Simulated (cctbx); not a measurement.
**Diagnosing a refinement**

Cell a = 12.7240 Å, b = 12.7240 Å, c = 6.1590 Å, α = 90.00°, β = 90.00°, γ = 90.00°; space group P4_2/nmc (no. 137, origin choice 1).

Simulated single-crystal data (cctbx): Cu Kα, λ = 1.54184 Å, to d = 0.83 Å, 70 % of the full sphere, strongest reflection 5000 counts, noise from counting, a 1.5 % proportional error and a noise floor of 15 counts (s.d.); no absorption, and some extinction, which the refinements don't model.

An anisotropic refinement with weights 1/σ² prints:

```text
Rint 0.163, 503 unique reflections to 0.83 A
cycle     R1     wR2    GooF  max shift (A)
   1  0.1166  0.1862   3.349   0.06571
   2  0.0907  0.1405   2.528   0.00050
final R1 0.0908 wR2 0.1405 GooF 2.528  parameters 28  data/parameter 18.0
atom        x        y        z      Ueq    occ   su(xyz)  su(Uiso or U11)
Fe1    0.00000  0.15372  0.73716   0.0085  1.000  0.00066  0.0022
S1     0.16519  0.16519  0.50000   0.0140  1.000  0.00045  0.0020
S2     0.50000  0.16937  0.57612   0.0052  1.000  0.00068  0.0032
S3     0.00000  0.00000  0.00000   0.0082  1.000  0.00000  0.0050  NPD
Na1    0.64920  0.18282  0.28797   0.0129  1.000  0.00094  0.0029  NPD
difference map: max 16.31 min -3.21 rms 0.73
Q1    0.0000  0.5000  0.1621    4   16.38  2.61 A from S2
Q2    0.0000  0.2149  0.1602    8    2.39  2.07 A from S2
Q3    0.0000  0.0000  0.0875    4    2.07  0.54 A from S3
Q4    0.0321  0.2194  0.5795   16    2.02  1.34 A from Fe1
Q5    0.1881  0.1881  0.5000    8    1.85  0.41 A from S1
Q6    0.0000  0.4736  0.9548    8    1.79  1.83 A from S2
```

**Question.** Can this result stand? If not, what is the likely fault?

Mend it. The fault: an atom left out, Na at (1/2, 0, 0.3366). Against the right model at the same level, R1 goes from 0.0460 to 0.0908 and GooF from 1.08 to 2.53 and the top difference peak, 16.4 e/Å³, lies 2.61 Å from S2. Q1 is the missing atom. With scattering power missing, scale and phases suffer, so peaks may also grow on the heavy atoms.

The compound is Na10Fe4S9. The right model at the same level gives:

```text
Rint 0.163, 503 unique reflections to 0.83 A
cycle     R1     wR2    GooF  max shift (A)
   1  0.0542  0.0692   1.251   0.01056
   2  0.0460  0.0598   1.080   0.00005
final R1 0.0460 wR2 0.0598 GooF 1.080  parameters 32  data/parameter 15.7
atom        x        y        z      Ueq    occ   su(xyz)  su(Uiso or U11)
Fe1    0.00000  0.15309  0.73859   0.0069  1.000  0.00034  0.0010
S1     0.16582  0.16582  0.50000   0.0115  1.000  0.00022  0.0010
S2     0.50000  0.16951  0.57524   0.0059  1.000  0.00033  0.0015
S3     0.00000  0.00000  0.00000   0.0084  1.000  0.00000  0.0023
Na1    0.64738  0.18631  0.28304   0.0113  1.000  0.00047  0.0017  NPD
Na2    0.50000  0.00000  0.33842   0.0221  1.000  0.00119  0.0045
difference map: max 1.77 min -2.37 rms 0.46
Q1    0.0000  0.0000  0.0000    2    1.79  0.00 A from S3
Q2    0.0785  0.3826  0.2744   16    1.76  1.29 A from Na1
Q3    0.0000  0.4749  0.9655    8    1.73  1.25 A from Na2
Q4    0.0000  0.0433  0.6603    8    1.66  1.48 A from Fe1
Q5    0.0000  0.0931  0.8361    8    1.62  0.97 A from Fe1
Q6    0.1907  0.2543  0.8691   16    1.43  1.56 A from Na1
```

Isotropic U is held between 0.0001 and 1 Å² by the program, and listed peak heights are interpolated, so they can pass the grid's maximum.

This is a model crystal, built by substitution and not relaxed, with assumed displacement parameters.

[Middle refinement cycles are left out of these outputs.]

[Logs are printed without paths, hosts, clocks, repeated set-up lines and the standing remarks that a program may print on its own settings, such as how far it seeks lower states.]
